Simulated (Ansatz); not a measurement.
# A hypothetical structure for MgCr, part 2 of 2

Starting from a made-up structure for MgCr, the aim is the relaxed cell, its shortest contacts and, where a second run follows, its electronic structure.

Ansatz 0.2.0; DFT, PBEsol, plane-wave PAW, files of the set soft_1, scalar-relativistic, ferromagnetic start, cell and ions relaxed at zero pressure; PAW set soft_1 (the session's first sound run).

So far: The structure; Relaxation of the guess. The relaxed cell has a = 3.275 Å (conventional setting).

## Step 3: Electronic structure of the relaxed cell

A second self-consistent run takes a narrower smearing and the mesh shown in its input; the bands follow along the standard path of the relaxed lattice.

This step: DFT, PBEsol, plane-wave PAW, files of the set soft_1, scalar-relativistic, ferromagnetic start, bands and density of states at the relaxed cell; PAW set soft_1 (Ansatz 0.2.0).

input.yaml

```yaml
crystal:
  lattice:
    - [3.2747547104, 0.0, 0.0]
    - [0.0, 3.2747547104, 0.0]
    - [0.0, 0.0, 3.2747547104]
  atoms:
    - { symbol: Cr, position: [0.5, 0.5, 0.5], spin: 3.4 }
    - { symbol: Mg, position: [0.0, 0.0, 0.0] }
magnetization:
  spin_polarized: true
kpoints:
  mp_grid: { grid: [10, 10, 10] }
  band_path:
    path:
      - [[0.0, 0.0, 0.0], [0.0, 0.5, 0.0], [0.5, 0.5, 0.0], [0.0, 0.0, 0.0], [0.5, 0.5, 0.5], [0.0, 0.5, 0.0]]
      - [[0.5, 0.5, 0.0], [0.5, 0.5, 0.5]]
    npoints: 13
scf:
  occupations: { method: fermi_dirac, width: 0.03 }
  n_extra_bands: 8
hamiltonian:
  xc: pbesol
  pseudopotentials: { kind: paw, azcp: { folder: soft_1 }, xc_functional: pbe }
output:
  forces: true
  stress: true
  write_bands: true
  dos: { projected: true }
  write_density: true
  write_potential: true
  elf: true
  volumetric_format: npy
```

Launch:

```sh
$ ansatz run input.yaml --threads 4 --pin off --max-ram 8192MiB --backend cpu --events-out ev --progress --plain --runs-dir out
```

Numbers of over 12 decimals in the logs are rounded to 6 here.

The program printed:

```text
[...]
Crystal: 2 atoms, lattice volume = 35.119 Å³
Basis set: ecut = 420 eV, 691 PW (Γ), exchange–correlation on 48×48×48 points (8 copies of the dense FFT grid, shifted against one another)
Bands: 20, of which v1, the nominal top of the filled ones, is band 12 counted from 1 (11 counted from 0)
Symmetry: 48 space group operations
[...]
k-points: 56 of 1000
[...]
Starting moments: Σ|m| = 3.4 μB on 1 of 2 sites
[...]
SCF iter   1: F=—  HF=-5260.184499 eV  |F-HF|=—  |Δ(HF+E_count)|=         —  Δρ=6.19e-2 (↑6.19e-2 ↓3.61e-2)  dr2=3.58e0  dr2_m=7.15e-2  M=3.201 μB ∫|m|=3.223 μB  β_m=0.30  ethr=3.10e-3  ⟨swp⟩=5.9  Hψ=10145  notcnv=0
[...]
SCF iter  10: F=-5259.791990 eV  HF=-5259.791990 eV  |F-HF|=1.56e-9  |Δ(HF+E_count)|=   5.87e-8  Δρ=2.60e-6 (↑2.60e-6 ↓2.83e-7)  dr2=1.97e-9  dr2_m=5.79e-10  M=3.763 μB ∫|m|=3.826 μB  ethr=3.51e-10  ⟨swp⟩=9.6  Hψ=12281  notcnv=0
SCF 1 converged in 10 iterations: F = -5259.791990 eV  dr2 = 1.97e-9
[...]
NSCF: frozen V_eff on 80 k-points
SCF converged after 10 iterations
Magnetization: 3.7632 μB (13.8816 up, 10.1184 down)
Absolute magnetization: 3.8269 μB (∫|ρ↑−ρ↓|, with the PAW one-centre terms)
[...]
Per-site moments (μB) at R_I (Å): [(3.406293, 1.169859), (-0.00624471, 1.169859)]
Free energy (F): -5259.791990 eV
[...]
Internal energy: -5259.787318 eV  (E = F + TS)
E sigma→0 (E₀):  -5259.789654 eV
Entropy (-TS):   -0.004672 eV (-2.336 meV/atom)
Fermi energy:    9.588576 eV
[...]
--- Stress (GPa, compression-positive) ---
        0.203938      -0.000000       0.000000
        0.000000       0.203938      -0.000000
       -0.000000      -0.000000       0.203938
  P = ⅓ Tr σ = 0.2039 GPa (2.039 kbar)
--- Band table (eV; the first three rows and the last of 112) ---
  k-point 0 ↑: bands = [... 8 lower, 2.2608, 7.4530, 7.4530, 9.0151, 9.0151, 9.0151, 15.5733, 15.5733, ... 4 higher]
  k-point 1 ↑: bands = [... 8 lower, 2.4093, 7.4722, 7.4852, 8.9481, 8.9481, 9.0220, 14.3542, 15.7670, ... 4 higher]
  k-point 2 ↑: bands = [... 8 lower, 2.8476, 7.4788, 7.5715, 8.7830, 8.7830, 9.0404, 12.5635, 16.3112, ... 4 higher]
  k-point 55 ↓: bands = [... 8 lower, 9.0275, 9.0275, 9.0275, 12.6828, 12.6828, 13.0385, 13.0385, 13.0385, ... 4 higher]
```

Run time: 1.5 s. Hardware: 4 threads of Intel Xeon 6975P-C (Granite Rapids), shared host; peak memory 0.4 GiB; 4.4 s of CPU time.

Numbers from this step:

| Property | Result |
| --- | --- |
| free energy | -5259.7920 eV |
| energy at zero smearing | -5259.7897 eV |
| smearing term TS | 0.004672 eV |
| Fermi energy | 9.589 eV |
| magnetization | 3.763 μB |
| absolute magnetization | 3.827 μB |
| site moments | 3.406, -0.006245 μB |
| pressure | 0.2039 GPa |

From bands.tsv, the bands that come nearest the Fermi level along the path, at its corners, in eV from the Fermi level:

```tsv
point	band_11_up	band_12_up	band_13_up	band_14_up	band_8_dn	band_9_dn	band_10_dn	band_11_dn
Γ	-0.57	-0.57	-0.57	5.98	-6.68	0.19	0.19	2.62
X	-1.19	-1.19	-0.50	0.43	-3.30	-3.24	0.81	1.69
M	-1.07	-0.74	-0.74	0.01	-1.73	-0.23	-0.16	-0.16
Γ	-0.57	-0.57	-0.57	5.98	-6.68	0.19	0.19	2.62
R	0.04	0.04	2.48	2.48	-0.56	-0.56	-0.56	3.09
X	-1.19	-1.19	-0.50	0.43	-3.30	-3.24	0.81	1.69
M	-1.07	-0.74	-0.74	0.01	-1.73	-0.23	-0.16	-0.16
R	0.04	0.04	2.48	2.48	-0.56	-0.56	-0.56	3.09
```

Spin density in the ac plane at fractional y = 0.000, with atoms of Mg within 0.2 Å of it.

Values in units of 1e-2 e/Å³, 14 rows by 14 columns, each cell a mean:
```
-0.3 -0.2 -0.3 -0.5 -0.7 -0.8 -0.8 -0.8 -0.8 -0.8 -0.7 -0.5 -0.3 -0.2
-0.4 -0.3 -0.3 -0.4 -0.4 -0.3 -0.2 -0.2 -0.2 -0.3 -0.4 -0.3 -0.2 -0.3
-0.5 -0.5 -0.3 -0.1  0.2  0.4  0.6  0.7  0.6  0.4  0.1 -0.2 -0.3 -0.5
-0.8 -0.7 -0.3  0.2  0.8  1.3  1.6  1.7  1.6  1.2  0.6  0.1 -0.4 -0.7
-1.0 -0.7 -0.2  0.5  1.3  2.2  2.7  2.8  2.6  2.0  1.2  0.4 -0.3 -0.8
-1.0 -0.7 -0.1  0.7  1.8  2.8  3.4  3.5  3.3  2.6  1.6  0.6 -0.2 -0.8
-1.0 -0.7 -0.1  0.8  2.0  3.0  3.6  3.8  3.5  2.8  1.7  0.7 -0.2 -0.8
-1.0 -0.7 -0.1  0.7  1.8  2.9  3.4  3.6  3.4  2.7  1.6  0.6 -0.2 -0.8
-1.0 -0.7 -0.2  0.6  1.4  2.4  2.9  3.0  2.8  2.2  1.3  0.4 -0.3 -0.8
-0.9 -0.7 -0.3  0.2  0.9  1.4  1.8  2.0  1.8  1.3  0.8  0.2 -0.4 -0.7
-0.6 -0.5 -0.3 -0.1  0.2  0.6  0.7  0.8  0.7  0.5  0.2 -0.1 -0.4 -0.5
-0.4 -0.3 -0.3 -0.3 -0.3 -0.2 -0.1 -0.1 -0.1 -0.2 -0.3 -0.3 -0.3 -0.3
-0.4 -0.2 -0.3 -0.5 -0.7 -0.7 -0.7 -0.7 -0.7 -0.7 -0.7 -0.5 -0.3 -0.2
-0.2 -0.4 -0.4 -0.6 -0.9 -1.0 -1.0 -1.0 -1.0 -1.0 -0.8 -0.5 -0.4 -0.3
```
Columns run along a (3.3 Å), rows up along c (3.3 Å). Atoms in or near the plane, at fractional coordinates: Mg at (0.00, 0.00).

Valence density in the ac plane at fractional y = 0.000, with atoms of Mg within 0.2 Å of it. It is the smooth field of the valence electrons, not physical close to the nuclei.

Ten steps, logarithmic in the rise over the least value, from '0' (0 e/Å³) to '9' (30 e/Å³):
```
98730000000000378
77510000000000157
43100000000000013
00000000000000000
00000000000000000
00000000000000000
00000000000000000
00000000000000000
00000000000000000
00000000000000000
00000000000000000
00000000000000000
00000000000000000
43100000000000013
77510000000000157
98730000000000378
99740000000000479
```
Columns run along a (3.3 Å), rows up along c (3.3 Å). Atoms in or near the plane, at fractional coordinates: Mg at (0.00, 0.00).

ELF in the ac plane at fractional y = 0.000, with atoms of Mg within 0.2 Å of it. It is the smooth field of the valence electrons, not physical close to the nuclei.

Ten even steps from '0' (0.06) to '9' (0.55):
```
12540048998400452
55620058998500265
54200279999720024
10002589999852000
00025888888885200
34578888888888754
88899888778889988
99999887777889999
99999887777889999
88899888778889988
34578888888888754
00025888888885200
10002589999852000
54200279999720024
55620058998500265
12540048998400452
01551038998301551
```
Columns run along a (3.3 Å), rows up along c (3.3 Å). Atoms in or near the plane, at fractional coordinates: Mg at (0.00, 0.00).

## Step 4: Summary of results

```yaml
space_group_relaxed: Pm-3m
conventional_cell: a = 3.275, b = 3.275, c = 3.275 Å; α = 90.0°, β = 90.0°, γ = 90.0°
volume_per_atom: 17.56 Å³ (guess 17.66)
total_moment: 3.74 μB in the cell of 2 atoms
```

MgCr relaxes to Pm-3m with a = 3.275, b = 3.275 and c = 3.275 Å. The guessed volume was near the relaxed one. The space group Pm-3m was held in the relaxation, so the end point is a stationary structure within it and may be a saddle against distortions or other arrangements. The input starts from parallel moments, and no other start was typed. Bands cross the Fermi level, so it is a metal or semimetal at this level. On the 10×10×10 mesh with the narrower smearing (relaxed on 8×8×8) the forces vanish, as symmetry may demand, and the largest stress component is 0.204 GPa, against the relaxation's thresholds of 0.015 eV/Å and 0.05 GPa. The cutoff wasn't tested. No dispersion term is used, so weakly bound directions may come out too long. Nothing here tests whether the compound is stable against decomposition.

[Logs are printed without paths, hosts, clocks, repeated set-up lines and the standing remarks that a program may print on its own settings, such as how far it seeks lower states.]

[Hosts, paths, dates, database ids (printed as entryN), source tags and the programs' standing remarks are cut or masked in the printed files.]
